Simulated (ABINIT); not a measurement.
# ZnSe (Stilleite): G0W0 with ABINIT, start to end

Wanted: ground state, empty states, screening and self-energy for ZnSe (Stilleite).

Calculated with ABINIT 10.8.3; PBE and many-body steps on it, plane waves.

**What was measured.**

- Gap 2.695 ± 0.003 eV: excitonic gap from free-exciton PL, not corrected for exciton binding; photoluminescence; 300 K; bulk crystal (Bridgman-grown crystal, polished and etched) (“Alloy Disordering Effects on the Thermal Conductivity and Energy Gap Temperature Dependence of Cd1−xZnxSe Ternary Crystals Grown by the Bridgman Method”, 2023, pmc:10253836).

**1. The structure**

The structure is cubic, space group F-43m (No. 216). Conventional cell: a = 5.668 Å, b = 5.668 Å, c = 5.668 Å, α = 90.00°, β = 90.00°, γ = 90.00°. Nearest to Zn lie 4 Se at 2.45 Å. Se has 4 Zn at 2.45 Å nearest. Farther neighbours, and contacts between anions beyond the nearest, are not listed.

Coordinates:

```cif
data_structure
_symmetry_space_group_name_H-M 'F-43m'
_symmetry_Int_Tables_number 216
_cell_length_a 5.6676
_cell_length_b 5.6676
_cell_length_c 5.6676
_cell_angle_alpha 90.000
_cell_angle_beta 90.000
_cell_angle_gamma 90.000
_cell_volume 182.05
loop_
_atom_site_label
_atom_site_type_symbol
_atom_site_symmetry_multiplicity
_atom_site_Wyckoff_symbol
_atom_site_fract_x
_atom_site_fract_y
_atom_site_fract_z
_atom_site_occupancy
Zn1 Zn 4 a 0.00000 0.00000 0.00000 1
Se1 Se 4 d 0.25000 0.25000 0.75000 1
```

The cell and positions come from the Crystallography Open Database and are kept as given unless a step says otherwise.

**2. Ground state**

This step: ABINIT 10.8.3; DFT, PBE with spin-orbit coupling, plane waves, norm-conserving pseudopotentials.

The ground-state density comes first.

File run.abi:

```
acell 3*1.0 Angstrom
rprim 
  -0.000000000000 2.833800000000 2.833800000000
  2.833800000000 0.000000000000 2.833800000000
  2.833800000000 2.833800000000 -0.000000000000
ntypat 2
znucl 30 34
natom 2
typat 1 2
xred 
  0.000000000000 0.000000000000 0.000000000000
  0.250000000000 0.250000000000 0.250000000000
pp_dirpath "pseudos"
pseudos "Zn.upf, Se.upf"
ecut 48
nspinor 2
ngkpt 6 6 6
nshiftk 1
shiftk 0 0 0
kptopt 1
chksymbreak 0
nband 54
occopt 1
tolvrs 1e-10
nstep 60
prtwf 0
optforces 0
optstress 0
indata_prefix "in"
outdata_prefix "out"
tmpdata_prefix "tmp"
```

Launch:

```console
$ OMP_NUM_THREADS=1 mpirun -n 4 abinit run.abi > log
```

Log:

```text
.Version 10.8.3 of ABINIT. v10.8.2 released Aug 2026.

 Symmetries : space group F-4 3 m (#216); Bravais cF (face-center cubic)
================================================================================
 Values of the parameters that define the memory need of the present run
     intxc =       0    ionmov =       0      iscf =       7    lmnmax =      13
     lnmax =      13     mgfft =      48  mpssoang =       5    mqgrid =    3001
     natom =       2  nloc_mem =       1    nspden =       1   nspinor =       2
    nsppol =       1      nsym =      24    n1xccc =    2501    ntypat =       2
    occopt =       1   xclevel =       2
-    mband =          54        mffmem =           1         mkmem =           4
       mpw =        4910          nfft =      110592          nkpt =          16
================================================================================
  Rough estimation (10% accuracy) of disk space for files :
================================================================================

--------------------------------------------------------------------------------
------------- Echo of variables that govern the present computation ------------
--------------------------------------------------------------------------------
 -outvars: echo values of preprocessed input variables --------
            acell      1.8897261259E+00  1.8897261259E+00  1.8897261259E+00 Bohr

      chksymbreak           0
             ecut      4.80000000E+01 Hartree
-          fftalg         312

              ixc     -101130
              kpt      0.00000000E+00  0.00000000E+00  0.00000000E+00
                       1.66666667E-01  0.00000000E+00  0.00000000E+00
                       3.33333333E-01  0.00000000E+00  0.00000000E+00
                       5.00000000E-01  0.00000000E+00  0.00000000E+00
                       1.66666667E-01  1.66666667E-01  0.00000000E+00
                       3.33333333E-01  1.66666667E-01  0.00000000E+00
                       5.00000000E-01  1.66666667E-01  0.00000000E+00
                      -3.33333333E-01  1.66666667E-01  0.00000000E+00
                      -1.66666667E-01  1.66666667E-01  0.00000000E+00
   [... 5 further rows ...]
                      -3.33333333E-01  3.33333333E-01  1.66666667E-01
                      -3.33333333E-01  5.00000000E-01  1.66666667E-01
         kptrlatt        6    0    0      0    6    0      0    0    6
          kptrlen      4.54395803E+01
P           mkmem           4
            natom           2
            nband          54
            ngfft          48      48      48
             nkpt          16
          nspinor           2
            nstep          60
             nsym          24
           ntypat           2
              occ      1.000000  1.000000  1.000000  1.000000  1.000000  1.000000
                       1.000000  1.000000  1.000000  1.000000  1.000000  1.000000
                       1.000000  1.000000  1.000000  1.000000  1.000000  1.000000
                       1.000000  1.000000  1.000000  1.000000  1.000000  1.000000
                       1.000000  1.000000  1.000000  1.000000  1.000000  1.000000
                       1.000000  1.000000  1.000000  1.000000  1.000000  1.000000
                       1.000000  1.000000  1.000000  1.000000  1.000000  1.000000
                       1.000000  1.000000  0.000000  0.000000  0.000000  0.000000
                       0.000000  0.000000  0.000000  0.000000  0.000000  0.000000
        optforces           0
        optstress           0
            prtwf           0
            rprim     -0.0000000000E+00  2.8338000000E+00  2.8338000000E+00
[...]
spgroup         216

           tolvrs      1.00000000E-10

             xred      0.0000000000E+00  0.0000000000E+00  0.0000000000E+00
[...]
znucl       30.00000   34.00000

================================================================================

 chkinp: Checking input parameters for consistency.

================================================================================
== DATASET  1 ==================================================================
-   mpi_nproc: 4, omp_nthreads: 1 (-1 if OMP is not activated)

--- !DatasetInfo
iteration_state: {dtset: 1, }
dimensions: {natom: 2, nkpt: 16, mband: 54, nsppol: 1, nspinor: 2, nspden: 1, mpw: 4910, }
cutoff_energies: {ecut:  48.0, pawecutdg:  -1.0, }
electrons: {nelect:   4.40000000E+01, charge:   0.00000000E+00, occopt:   1.00000000E+00, tsmear:   1.00000000E-02, }

 Real(R)+Recip(G) space primitive vectors, cartesian coordinates (Bohr,Bohr^-1):
 R(1)=  0.0000000  5.3551059  5.3551059  G(1)= -0.0933688  0.0933688  0.0933688
 R(2)=  5.3551059  0.0000000  5.3551059  G(2)=  0.0933688 -0.0933688  0.0933688
 R(3)=  5.3551059  5.3551059  0.0000000  G(3)=  0.0933688  0.0933688 -0.0933688
 Unit cell volume ucvol=  3.0713845E+02 bohr^3
 Angles (23,13,12)=  6.00000000E+01  6.00000000E+01  6.00000000E+01 degrees

 getcut: wavevector=  0.0000  0.0000  0.0000  ngfft=  48  48  48
         ecut(hartree)=     48.000   => boxcut(ratio)=   2.03223

--- Pseudopotential description ------------------------------------------------
- Zn Generated using ONCVPSP code by D. R. Hamann
- 30.00000  20.00000  180423                  znucl, zion, pspdat
12 -101130 2 -1 1326                          pspcod,pspxc,lmax,lloc,mmax
     nproj     2     2     2     0
     spin-orbit psp
        nprojso     4     2     0
  pspatm : epsatm=   26.68859788
         --- l  ekb(1:nproj) -->
[...]
spin-orbit 1    0.128701    0.053066   -0.000484   -0.000046
  spin-orbit 2    0.010712    0.007350
 pspatm: atomic psp has been read  and splines computed

- Se Generated using ONCVPSP code by D. R. Hamann
- 34.00000  24.00000  180506                  znucl, zion, pspdat
12 -101130 2 -1 1214                          pspcod,pspxc,lmax,lloc,mmax
     nproj     2     2     2     0
     spin-orbit psp
        nprojso     4     3     0
  pspatm : epsatm=   25.40007005
         --- l  ekb(1:nproj) -->
[...]
2  -10.023456   -4.446239
  spin-orbit 1    0.229742    0.110085   -0.000668   -0.000080
  spin-orbit 2    0.019957    0.015212   -0.000061
 pspatm: atomic psp has been read  and splines computed

   2.29190139E+03                                ecore*ucvol(ha*bohr**3)
--------------------------------------------------------------------------------

_setup2: Arith. and geom. avg. npw (full set) are    4879.338    4879.326

================================================================================

--- !BeginCycle
iteration_state: {dtset: 1, }
solver: {iscf: 7, nstep: 60, nline: 4, wfoptalg: 0, }
tolerances: {tolvrs: 1.00E-10, }

     iter   Etot(hartree)      deltaE(h)  residm     vres2
 ETOT  1  -544.52930919040    -5.445E+02 1.587E+00 5.340E+03
 ETOT  2  -546.21288115979    -1.684E+00 3.867E-02 8.842E+03
 ETOT  3  -547.14805691661    -9.352E-01 2.009E-02 1.239E+03
 ETOT  4  -547.23157645597    -8.352E-02 3.127E-03 4.863E+02
 ETOT  5  -547.27609048494    -4.451E-02 2.309E-03 8.337E+01
 ETOT  6  -547.28516814685    -9.078E-03 7.425E-04 3.440E+00
 ETOT  7  -547.28544646314    -2.783E-04 1.647E-04 7.829E-01
 ETOT  8  -547.28553220720    -8.574E-05 3.753E-05 6.742E-02
 ETOT  9  -547.28553971160    -7.504E-06 9.693E-06 8.139E-03
 ETOT 10  -547.28554073336    -1.022E-06 2.409E-06 2.973E-06
 ETOT 11  -547.28554073421    -8.505E-10 1.130E-06 7.014E-08
 ETOT 12  -547.28554073419     1.535E-11 5.042E-07 1.618E-09
 ETOT 13  -547.28554073422    -2.842E-11 4.033E-07 1.595E-10
 ETOT 14  -547.28554073419     3.308E-11 3.336E-07 5.596E-12

 At SCF step   14       vres2   =  5.60E-12 < tolvrs=  1.00E-10 =>converged.

--- !ResultsGS
iteration_state: {dtset: 1, }
comment   : Summary of ground state results
lattice_vectors:
- [ -0.0000000,   5.3551059,   5.3551059, ]
- [  5.3551059,   0.0000000,   5.3551059, ]
- [  5.3551059,   5.3551059,  -0.0000000, ]
lattice_lengths: [   7.57326,    7.57326,    7.57326, ]
lattice_angles: [ 60.000,  60.000,  60.000, ] # degrees, (23, 13, 12)
lattice_volume:   3.0713845E+02
convergence: {deltae:  3.308E-11, res2:  5.596E-12, residm:  3.336E-07, diffor:  0.000E+00, }
etotal    :  -5.47285541E+02
entropy   :   0.00000000E+00
fermie    :   1.57803722E-01
cartesian_stress_tensor: null
pressure_GPa: null
xred      :
- [  0.0000E+00,   0.0000E+00,   0.0000E+00, Zn]
- [  2.5000E-01,   2.5000E-01,   2.5000E-01, Se]
cartesian_forces: null
force_length_stats: {min: null, max: null, mean: null, }

 Integrated electronic density in atomic spheres:
 ------------------------------------------------
 Atom  Sphere_radius  Integrated_density
    1        2.00000         18.11001743
    2        2.00000         21.26014267
================================================================================

 ----iterations are completed or convergence reached----

 Mean square residual over all n,k,spin=   41.102E-11; max=  33.360E-08
 reduced coordinates (array xred) for    2 atoms
       0.000000      0.000000      0.000000
       0.250000      0.250000      0.250000
 rms dE/dt=  0.0000E+00; max dE/dt=  0.0000E+00; dE/dt below (all hartree)
    1       0.000000      0.000000      0.000000
    2       0.000000      0.000000      0.000000

 cartesian coordinates (angstrom) at end:
    1      0.000000     0.000000     0.000000
    2      1.416900     1.416900     1.416900
 length scales=  1.889726  1.889726  1.889726 bohr
              =  1.000000  1.000000  1.000000 angstroms
 prteigrs : about to open file out_EIG
 Fermi (or HOMO) energy (hartree) =   0.15780   Average Vxc (hartree)=  -0.36198
 Eigenvalues (hartree) for nkpt=  16  k points:
 kpt#   1, nband= 54, wtk=  0.00463, kpt=  0.0000  0.0000  0.0000 (reduced coord)
  -7.45970   -7.45970   -5.38209   -5.38209   -5.16631   -5.16631   -5.16631   -5.16631
  -4.44815   -4.44815   -2.83991   -2.83991   -2.72728   -2.72728   -2.72728   -2.72728
  -1.58842   -1.58842   -1.58841   -1.58841   -1.55563   -1.55563   -1.55554   -1.55554
  -1.55554   -1.55554   -0.33402   -0.33402   -0.09144   -0.09144   -0.09144   -0.09144
  -0.08332   -0.08332   -0.07171   -0.07171   -0.07171   -0.07171    0.14379    0.14379
   0.15780    0.15780    0.15780    0.15780    0.20059    0.20059    0.36316    0.36316
   0.36853    0.36853    0.36853    0.36853    0.51819    0.51819
 prteigrs : prtvol=0 or 1, do not print more k-points.

--- !EnergyTerms
iteration_state     : {dtset: 1, }
comment             : Components of total free energy in Hartree
kinetic             :  2.386295E+02
hartree             :  2.291155E+02
xc                  : -5.132470E+01
Ewald energy        : -2.448450E+02
psp_core            :  7.462112E+00
local_psp           : -5.915917E+02
non_local_psp       : -1.347313E+02
total_energy        : -5.472855E+02
total_energy_eV     : -1.489240E+04
band_energy         : -8.854226E+01

== END DATASET(S) ==============================================================
================================================================================

 -outvars: echo values of variables after computation  --------
           etotal     -5.4728554073E+02
            nband          54
             nkpt          16
          spgroup         216
 [... the other variables as echoed above ...]

 Calculation completed.
```

Wall time 5.6 min (4 MPI ranks of Intel Xeon Platinum 8259CL at 2.50GHz (Skylake/Cascade Lake), shared host); peak memory 0.53 GiB.

Numbers from this step:

```
total energy               : -14892.3982 eV
gap                        : 1.164 eV
k of the valence top       : 0, 0, 0
k of the conduction bottom : 0, 0, 0
least direct gap           : 1.164 eV
```

The gap is direct, at Γ.

[end of part 1 of 3]

[Long decimals in the printed logs are rounded to 6 places.]

[Logs are printed without paths, hosts, clocks, repeated set-up lines and the standing remarks that a program may print on its own settings, such as how far it seeks lower states.]

[Paths, hosts, dates, memory and timing lines, banners, echoed tables and standing remarks are left out of the program output; an Ansatz launch command may be rebuilt from the run's recorded settings. Measured values are a selection of at most five: reports struck by readers or far from the other reports are left out. None is set beside runs whose start may be inverted or whose files or cutoffs have a known fault.]

[Runs of the session that timed out or met a known fault of the program may be left out.]

[Hosts, paths, dates, database ids (printed as entryN), source tags and the programs' standing remarks are cut or masked in the printed files.]

[G0W0 gaps are taken among the corrected bands and points alone; a level outside them can change the order at an edge.]

[Where Ansatz stands beside ABINIT at settings called matched, ABINIT's density can come from a denser mesh and the files from another edition; pairs whose starting gaps differed by over 0.03 eV were left out, so agreement reads better than it is.]
